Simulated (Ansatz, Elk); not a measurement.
## Bonding as seen by X-rays: ZnHI

Structure refinements treat a crystal as free atoms side by side. For a made-up structure of ZnHI (cell and positions from a PBE relaxation) the runs below show what the calculated density changes in F(hkl).

Calculated with Elk 11.2.3 (patched build); DFT, PBE, all-electron APW+lo, Dirac cores, scalar-relativistic bands, static density, no spin.

The structure was built from a prototype and need not be the compound's stable phase.

## (1) The structure

The structure is tetragonal, space group P4/nmm (No. 129). The conventional cell has a = 3.583 Å, b = 3.583 Å, c = 9.796 Å, α = 90.00°, β = 90.00°, γ = 90.00°. Nearest to I lie 4 Zn at 3.11 Å. Zn has 4 H at 2.03 Å and 4 I at 3.11 Å nearest. Nearest to H lie 4 Zn at 2.03 Å. Farther neighbours and most contacts between anions are not listed.

## (2) Ground state and structure factors

An all-electron density is needed, since X-rays see the cores too. Task 0 finds the density and task 195 Fourier-transforms it; tshift is off so that phases refer to the origin typed.

Input file elk.in:

```
tasks
  0
  195

xctype
  20

spinpol
  .false.

rgkmax
  7.0

gmaxvr
  14.0

lmaxo
  7

lmaxapw
  8

swidth
  0.002

tshift
  .false.

ramdisk
  .false.

hmaxvr
  5.5

maxscl
  120

epspot
  1e-06

sppath
  './'

avec
  6.77049955347 -0.00000000000 0.00000000000
  -0.00000000000 6.77049955347 0.00000000000
  0.00000000000 0.00000000000 18.51181577381

atoms
  3
  'I.in'
  2
  0.5000000000 0.0000000000 0.2819404712   0.000000 0.000000 0.000000
  0.0000000000 0.5000000000 0.7180595288   0.000000 0.000000 0.000000
  'Zn.in'
  2
  0.5000000000 0.0000000000 0.9020000208   0.000000 0.000000 0.000000
  -0.0000000000 0.5000000000 0.0979999792   0.000000 0.000000 0.000000
  'H.in'
  2
  0.5000000000 0.5000000000 0.0000000000   0.000000 0.000000 0.000000
  0.0000000000 0.0000000000 0.0000000000   0.000000 0.000000 0.000000

ngridk
  6 6 3
```

Run with:

```sh
$ OMP_NUM_THREADS=4 elk
```

Numbers of over 12 decimals in the logs are rounded to 6 here.

Log:

```text
┌─────────────────────────┐
│ Elk code version 11.2.3 │
└─────────────────────────┘

All units are atomic (Hartree, Bohr, etc.)

┌─────────────────────────────────────────────────┐
│ Ground-state run starting from atomic densities │
└─────────────────────────────────────────────────┘

Lattice vectors :
   6.770499553      -0.000000000       0.000000000
  -0.000000000       6.770499553       0.000000000
   0.000000000       0.000000000       18.51181577

Reciprocal lattice vectors :
  0.9280238862       0.000000000      -0.000000000
   0.000000000      0.9280238862      -0.000000000
  -0.000000000      -0.000000000      0.3394148572

Unit cell volume      :    848.5754189
Brillouin zone volume :   0.2923136918

Muffin-tin inner radius fraction :   0.1000000000E-01

Nuclei treated as point charges

Species : 1 (I)
 parameters loaded from : I.in
 name : iodine
 nuclear charge    :   -53.00000000
 electronic charge :    53.00000000
 atomic mass :    231332.6972
 muffin-tin radius :    2.600000000
 number of radial points in muffin-tin :   1193
 inner part over the whole radius :   0.9964907323E-02
 number on inner part of muffin-tin    :    851
 approximate nuclear radius :   0.9002358621E-04
 number of mesh points to nuclear radius :    431
 atomic positions (lattice), magnetic fields (Cartesian) :
  1 :   0.50000000  0.00000000  0.28194047    0.00000000  0.00000000  0.00000000
  2 :   0.00000000  0.50000000 -0.28194047    0.00000000  0.00000000  0.00000000

Species : 2 (Zn)
 parameters loaded from : Zn.in
 name : zinc
 nuclear charge    :   -30.00000000
 electronic charge :    30.00000000
 atomic mass :    119233.3130
 muffin-tin radius :    2.394135131
 number of radial points in muffin-tin :    993
 inner part over the whole radius :   0.9850932349E-02
 number on inner part of muffin-tin    :    701
 approximate nuclear radius :   0.7484757725E-04
 number of mesh points to nuclear radius :    337
 atomic positions (lattice), magnetic fields (Cartesian) :
  1 :   0.50000000  0.00000000 -0.09799998    0.00000000  0.00000000  0.00000000
  2 :   0.00000000  0.50000000  0.09799998    0.00000000  0.00000000  0.00000000

Species : 3 (H)
 parameters loaded from : H.in
 name : hydrogen
 nuclear charge    :   -1.000000000
 electronic charge :    1.000000000
 atomic mass :    1837.362221
 muffin-tin radius :    1.396578827
 number of radial points in muffin-tin :    393
 inner part over the whole radius :   0.9713723741E-02
 number on inner part of muffin-tin    :    258
 approximate nuclear radius :   0.2766748019E-04
 number of mesh points to nuclear radius :     78
 atomic positions (lattice), magnetic fields (Cartesian) :
  1 :   0.50000000  0.50000000  0.00000000    0.00000000  0.00000000  0.00000000
  2 :   0.00000000  0.00000000  0.00000000    0.00000000  0.00000000  0.00000000

Total number of atoms per unit cell :    6
Total muffin-tin volume :    285.0290372
 ratio of muffin-tin to unit cell volume :   0.3358912253

Spin treatment :
 spin-unpolarised

Number of Bravais lattice symmetries :   16
Number of crystal symmetries         :   16
Crystal has no inversion symmetry
Complex Hermitian eigensolver will be used

k-point grid :      6     6     3
k-point offset :    0.000000000       0.000000000       0.000000000
k-point set is reduced with full crystal symmetry group
Total number of k-points :       20

Muffin-tin radius times maximum |G+k| :    7.000000000
 using average radius
Maximum |G+k| for APW functions       :    3.286017828
Maximum (1/2)|G+k|²                   :    5.398956583
Maximum |G| for potential and density :    14.00000000
Constant for pseudocharge density :    9
 order of it for each species :   16  16  16
 order of it for pair densities of each species (exact exchange by exxq0 0: 17) :   14  12   4
Radial integration step length :    1

G-vector grid sizes :     32    32    84
Number of G-vectors :    39271

Maximum angular momentum used for
 APW functions            :    8
 outer part of muffin-tin :    7
[...]
Charges :
 core                        :    96.00000000
 valence                     :    72.00000000
 interstitial                :    7.482130014
 muffin-tins (core leakage)
  species : 1 (I)
   atom 1                    :    50.85840325     (  0.2002532212E-03)
   atom 2                    :    50.85840325     (  0.2002532212E-03)
  species : 2 (Zn)
[...]
species : 3 (H)
   atom 1                    :   0.8430271495     (   0.000000000    )
   atom 2                    :   0.8430271495     (   0.000000000    )
 total in muffin-tins        :    160.5178700
 total calculated charge     :    167.9994931
 total charge                :    168.0000000
 error                       :   0.5068952719E-03

RMS change in Kohn-Sham potential (target) :    42.28551260     (  0.1000000000E-05)
Absolute change in total energy (target)   :    2.028832569     (  0.1000000000E-03)

[... loops 3 to 54 left out ...]

┌──────────────────┐
│ Loop number : 55 │
└──────────────────┘

Energies :
 Fermi                       :     0.119539
 sum of occupied eigenvalues :     -10740.585484576
 electron kinetic            :      18749.959454796
 core electron kinetic       :      17942.644186483
 Coulomb                     :     -36074.122686618
 Coulomb potential           :     -28829.046810484
 nuclear-nuclear             :     -1610.8534413776
 electron-nuclear            :     -40125.576484011
 Hartree                     :      5662.3072387697
 Madelung                    :     -21659.599281376
 xc potential                :     -661.49812888865
 exchange                    :     -498.62443630522
 correlation                 :     -8.695339
 electron entropic           :    -0.12775605631670E-02
 total energy                :     -17831.484284570

Density of states at Fermi energy :    103.2949490
 (states/Hartree/unit cell)

Estimated indirect band gap :   0.2549733194E-02
 from k-point 9 to k-point 3
Estimated direct band gap   :   0.2639891372E-01
 at k-point 1

Charges :
 core                        :    96.00000000
 valence                     :    72.00000000
 interstitial                :    7.338493477
 muffin-tins (core leakage)
  species : 1 (I)
[...]
species : 2 (Zn)
[...]
species : 3 (H)
   atom 1                    :   0.7444874365     (   0.000000000    )
   atom 2                    :   0.7444874365     (   0.000000000    )
 total in muffin-tins        :    160.6615065
 total calculated charge     :    167.9994683
 total charge                :    168.0000000
 error                       :   0.5316816775E-03

RMS change in Kohn-Sham potential (target) :   0.1794135124E-06 (  0.1000000000E-05)
Absolute change in total energy (target)   :   0.1397747837E-06 (  0.1000000000E-03)

Convergence targets achieved

┌──────────────────┐
│ Loop number : 56 │
└──────────────────┘

Energies :
 Fermi                       :     0.119539
 sum of occupied eigenvalues :     -10740.585484476
 electron kinetic            :      18749.959454826
 core electron kinetic       :      17942.644186548
 Coulomb                     :     -36074.122686575
 Coulomb potential           :     -28829.046810445
 nuclear-nuclear             :     -1610.8534413776
 electron-nuclear            :     -40125.576483961
 Hartree                     :      5662.3072387629
 Madelung                    :     -21659.599281353
 xc potential                :     -661.49812885754
 exchange                    :     -498.62443630295
 correlation                 :     -8.695339
 electron entropic           :    -0.12775604810302E-02
 total energy                :     -17831.484284495

Density of states at Fermi energy :    103.2949399
 (states/Hartree/unit cell)

Estimated indirect band gap :   0.2549734016E-02
 from k-point 9 to k-point 3
Estimated direct band gap   :   0.2639891256E-01
 at k-point 1

Charges :
 core                        :    96.00000000
 valence                     :    72.00000000
 interstitial                :    7.338493480
 muffin-tins (core leakage)
  species : 1 (I)
[...]
atom 2                    :    50.87777354     (  0.1988229634E-03)
  species : 2 (Zn)
   atom 1                    :    28.70849228     (  0.8307708579E-04)
   atom 2                    :    28.70849228     (  0.8307708579E-04)
  species : 3 (H)
   atom 1                    :   0.7444874378     (   0.000000000    )
   atom 2                    :   0.7444874378     (   0.000000000    )
 total in muffin-tins        :    160.6615065
 total calculated charge     :    167.9994683
 total charge                :    168.0000000
 error                       :   0.5316816790E-03

┌──────────────────────────────┐
│ Self-consistent loop stopped │
└──────────────────────────────┘

Warning : core states of species 1 leak from the muffin-tin :   0.1988229634E-03

Wrote STATE.OUT
```

Elapsed: 2.2 min, on 4 threads of Arm Neoverse V2, shared host; peak memory 0.26 GiB.

SFACRHO.OUT:

```text

h k l indices transformed by vhmat matrix:
   1.000000000       0.000000000       0.000000000    
   0.000000000       1.000000000       0.000000000    
   0.000000000       0.000000000       1.000000000    

      h      k      l  multipl.   |H|            Re(F)            Im(F)           |F|

      0      0      0      1   0.0000000       168.00000      0.99884678E-17   168.00000    
      0      0     -1      2  0.33941486       29.173429      0.88034175E-14   29.173429    
      0      0      2      2  0.67882971      -70.055707     -0.11732587E-13   70.055707    
      1      0      0      4  0.92802389       0.0000000      0.86577032E-14  0.86577032E-14
      0      1      1      4  0.98814512     -0.58881748E-14   59.815821       59.815821    
      0      1     -1      4  0.98814512     -0.14697436E-13  -59.815821       59.815821    
      0      0     -3      2   1.0182446       38.850210     -0.14790503E-13   38.850210    
     -1      0      2      4   1.1497992      0.29532877E-13   81.872053       81.872053    
      0      1      2      4   1.1497992     -0.36778092E-13  -81.872053       81.872053    
      1      1      0      4   1.3124240      -132.32879      0.15996459E-13   132.32879    
      1      1     -1      8   1.3556029      -21.208527     -0.30225796E-14   21.208527    
      0      0     -4      2   1.3576594       22.357602     -0.50133809E-13   22.357602    
      0     -1     -3      4   1.3776975     -0.41217224E-13   114.98799       114.98799    
      0      1      3      4   1.3776975     -0.41217224E-13  -114.98799       114.98799    
     -1     -1      2      8   1.4775881       60.907912      0.14808735E-13   60.907912    
     -1      0     -4      4   1.6445265      0.32407962E-13   28.569274       28.569274    
      1      0      4      4   1.6445265      0.32407962E-13  -28.569274       28.569274    
     -1     -1      3      8   1.6611077      -31.532895     -0.20507298E-13   31.532895
```

Elk indexes on the primitive cell of elk.in and gives |H| = 4π sin θ/λ in inverse bohr. Below, one row stands for each form hkl of the conventional cell (m members, Friedel mates merged), F is for one primitive cell and the density is static (no thermal factor). Free-atom factors are Waasmaier and Kirfel's, and R is Σm||F|−|F'||/Σm|F|.

```csv
hkl,m,sin θ/λ (Å⁻¹),"abs F, DFT",neutral atoms,diff.,abs of complex diff.,ions,diff.
001,2,0.051,29.173,29.183,-0.010,0.010,27.686,+1.488
002,2,0.102,70.056,70.064,-0.009,0.009,70.420,-0.364
100,4,0.140,0.000,0.000,+0.000,0.000,0.000,+0.000
101,8,0.149,59.816,59.538,+0.277,0.277,59.955,-0.139
003,2,0.153,38.850,38.591,+0.259,0.259,39.024,-0.173
102,8,0.173,81.872,82.137,-0.265,0.265,81.799,+0.073
110,4,0.197,132.329,132.790,-0.461,0.461,132.531,-0.202
111,8,0.204,21.209,21.691,-0.482,0.482,21.670,-0.461
004,2,0.204,22.358,21.831,+0.527,0.527,21.779,+0.578
103,8,0.207,114.988,115.251,-0.263,0.263,115.180,-0.192
112,8,0.222,60.908,60.607,+0.301,0.301,60.466,+0.442
104,8,0.247,28.569,28.444,+0.125,0.125,28.216,+0.353
113,8,0.250,31.533,31.578,-0.046,0.046,31.453,+0.080
005,2,0.255,109.096,109.679,-0.583,0.583,109.847,-0.751
```

The ions are Zn2+, H− and I−, by formal charge.

## (3) The highest occupied states alone

An energy window below the Fermi level keeps the highest occupied states, to see at which angles they scatter; shallow core shells can lie inside it and anion s states outside. No new self-consistency is needed.

Changes to elk.in since step 2:

```diff
@@ -1,3 +1,2 @@
 tasks
-  0
   195
@@ -40,2 +39,5 @@
 
+wsfac
+  -0.321450 0.419540
+
 sppath
```

Run with:

```sh
$ OMP_NUM_THREADS=4 elk
```

Log:

```text
┌─────────────────────────────────┐
│ Elk code version 11.2.3 started │
└─────────────────────────────────┘

Info(readinput): the functional depends on the density's gradient
 muffin-tin radial points multiplied by    2.00000
 (not where nrmtscf is given)

┌────────────────────┐
│ Current task : 195 │
└────────────────────┘
Info(checkmt): changed muffin-tin radius of species 2 (Zn) from   2.4000 to   2.3941
Info(checkmt): changed muffin-tin radius of species 3 (H) from   1.4000 to   1.3966

Info(sfacrho): density structure factors written to SFACRHO.OUT

 Energy window :  -0.3214500000      0.4195400000

┌──────────────────┐
│ Elk code stopped │
└──────────────────┘
```

Elapsed: 13 s, on 4 threads; peak memory 0.18 GiB.

States within 12 eV below the Fermi level hold 36.78 electrons; any levels below the window count with the cores, and a count that is not whole means the window cuts a band. Their amplitudes can exceed the total, where window and core parts have opposite phase:

```csv
hkl,sin θ/λ (Å⁻¹),"abs F, window","abs F, all"
001,0.051,18.569,29.173
002,0.102,2.610,70.056
100,0.140,0.000,0.000
101,0.149,6.616,59.816
003,0.153,1.305,38.850
102,0.173,16.381,81.872
110,0.197,15.306,132.329
111,0.204,10.711,21.209
004,0.204,9.682,22.358
103,0.207,14.895,114.988
```

## (4) Another functional

The difference from free atoms is small, so it is set against the change that LDA (Perdew-Wang) makes.

Changes to elk.in since step 3:

```diff
@@ -1,2 +1,3 @@
 tasks
+  0
   195
@@ -4,3 +5,3 @@
 xctype
-  20
+  3
 
@@ -39,5 +40,2 @@
 
-wsfac
-  -0.321450 0.419540
-
 sppath
```

Run with:

```sh
$ OMP_NUM_THREADS=4 elk
```

Log:

```text
┌─────────────────────────┐
│ Elk code version 11.2.3 │
└─────────────────────────┘

All units are atomic (Hartree, Bohr, etc.)

┌─────────────────────────────────────────────────┐
│ Ground-state run starting from atomic densities │
└─────────────────────────────────────────────────┘

Lattice vectors :
   6.770499553      -0.000000000       0.000000000
  -0.000000000       6.770499553       0.000000000
   0.000000000       0.000000000       18.51181577

Reciprocal lattice vectors :
  0.9280238862       0.000000000      -0.000000000
[...]
atom 2                    :    28.74938455     (  0.8353786327E-04)
  species : 3 (H)
   atom 1                    :   0.7133830895     (   0.000000000    )
   atom 2                    :   0.7133830895     (   0.000000000    )
 total in muffin-tins        :    160.6551685
 total calculated charge     :    167.9994668
 total charge                :    168.0000000
 error                       :   0.5332492986E-03

┌──────────────────────────────┐
│ Self-consistent loop stopped │
└──────────────────────────────┘

Warning : core states of species 1 leak from the muffin-tin :   0.1961805267E-03

Wrote STATE.OUT
[key lines of the parts left out:]
total energy                :     -17814.580674082
```

The job ended after 39 s (4 threads; peak memory 0.21 GiB).

Against the first run R = 0.04 %; the largest change is -0.088 at 115.

## (5) Basis size

The basis and the expansions that go with it are enlarged, to see whether the differences are converged.

Changes to elk.in since step 4:

```diff
@@ -5,3 +5,3 @@
 xctype
-  3
+  20
 
@@ -11,12 +11,12 @@
 rgkmax
-  7.0
+  8.5
 
 gmaxvr
-  14.0
+  18.0
 
 lmaxo
-  7
+  9
 
 lmaxapw
-  8
+  10
```

Run with:

```sh
$ OMP_NUM_THREADS=4 elk
```

Log:

```text
┌─────────────────────────┐
│ Elk code version 11.2.3 │
└─────────────────────────┘

All units are atomic (Hartree, Bohr, etc.)

┌─────────────────────────────────────────────────┐
│ Ground-state run starting from atomic densities │
└─────────────────────────────────────────────────┘

Lattice vectors :
   6.770499553      -0.000000000       0.000000000
  -0.000000000       6.770499553       0.000000000
   0.000000000       0.000000000       18.51181577

Reciprocal lattice vectors :
  0.9280238862       0.000000000      -0.000000000
[...]
atom 2                    :    28.70987099     (  0.8306037862E-04)
  species : 3 (H)
   atom 1                    :   0.7460435230     (   0.000000000    )
   atom 2                    :   0.7460435230     (   0.000000000    )
 total in muffin-tins        :    160.6704410
 total calculated charge     :    167.9993769
 total charge                :    168.0000000
 error                       :   0.6231443911E-03

┌──────────────────────────────┐
│ Self-consistent loop stopped │
└──────────────────────────────┘

Warning : core states of species 1 leak from the muffin-tin :   0.1988431113E-03

Wrote STATE.OUT
[key lines of the parts left out:]
total energy                :     -17831.489945772
```

Wall time 5.5 min (4 threads); peak memory 0.5 GiB.

Against the first run R = 0.00 %; the largest change is -0.004 at 310.

## (6) Settings against the effect

```csv
run,R against the first run (%),"R against neutral atoms, low angle (%)",wall time
"PBE, rgkmax 7",0.00,0.38,2.2 min
LDA (Perdew-Wang),0.04,0.38,39 s
rgkmax 8.5 with larger expansions,0.00,0.38,5.5 min
```

## (7) Results

```json
{
 "R against neutral atoms, sin θ/λ < 0.3 Å⁻¹": "0.38 %",
 "R against neutral atoms, 0.3 to 0.71 Å⁻¹": "0.12 %",
 "R against ions, below 0.3 Å⁻¹": "0.50 %"
}
```

In words: Independent neutral atoms miss the calculated amplitudes by R = 0.38 % below 0.3 Å⁻¹ and 0.12 % from there to 0.71 Å⁻¹; by shells, 0.33 % below 0.15 Å⁻¹ (3 forms), 0.39 % 0.15 to 0.3 (15 forms), 0.14 % 0.3 to 0.45 (29 forms), 0.11 % above 0.45 (95 forms). Bonding, aspherical density and the tables' own atoms all enter these figures, and the runs don't part them. The largest change of an amplitude is -0.58 electrons, at 005. Formal ions give R = 0.50 % at low angle, further off than neutral atoms. The window's part falls from 36.8 electrons at the origin to at most 5.66 between 0.45 and 0.71 Å⁻¹, where compact states inside the window still scatter. Below 0.3 Å⁻¹ the changes that finished (LDA (Perdew-Wang) and rgkmax 8.5 with larger expansions) move F by R = 0.07 % at most, against the 0.38 % that separates it from free atoms. The k-mesh has no finished test. Part of the difference isn't bonding: the tables are fits to free atoms and ions calculated by other methods than this functional. Thermal motion, anomalous dispersion and extinction are left out.

[Logs are printed without paths, hosts, clocks, repeated set-up lines and the standing remarks that a program may print on its own settings, such as how far it seeks lower states.]

[Hosts, paths, dates, database ids (printed as entryN), source tags and the programs' standing remarks are cut or masked in the printed files.]
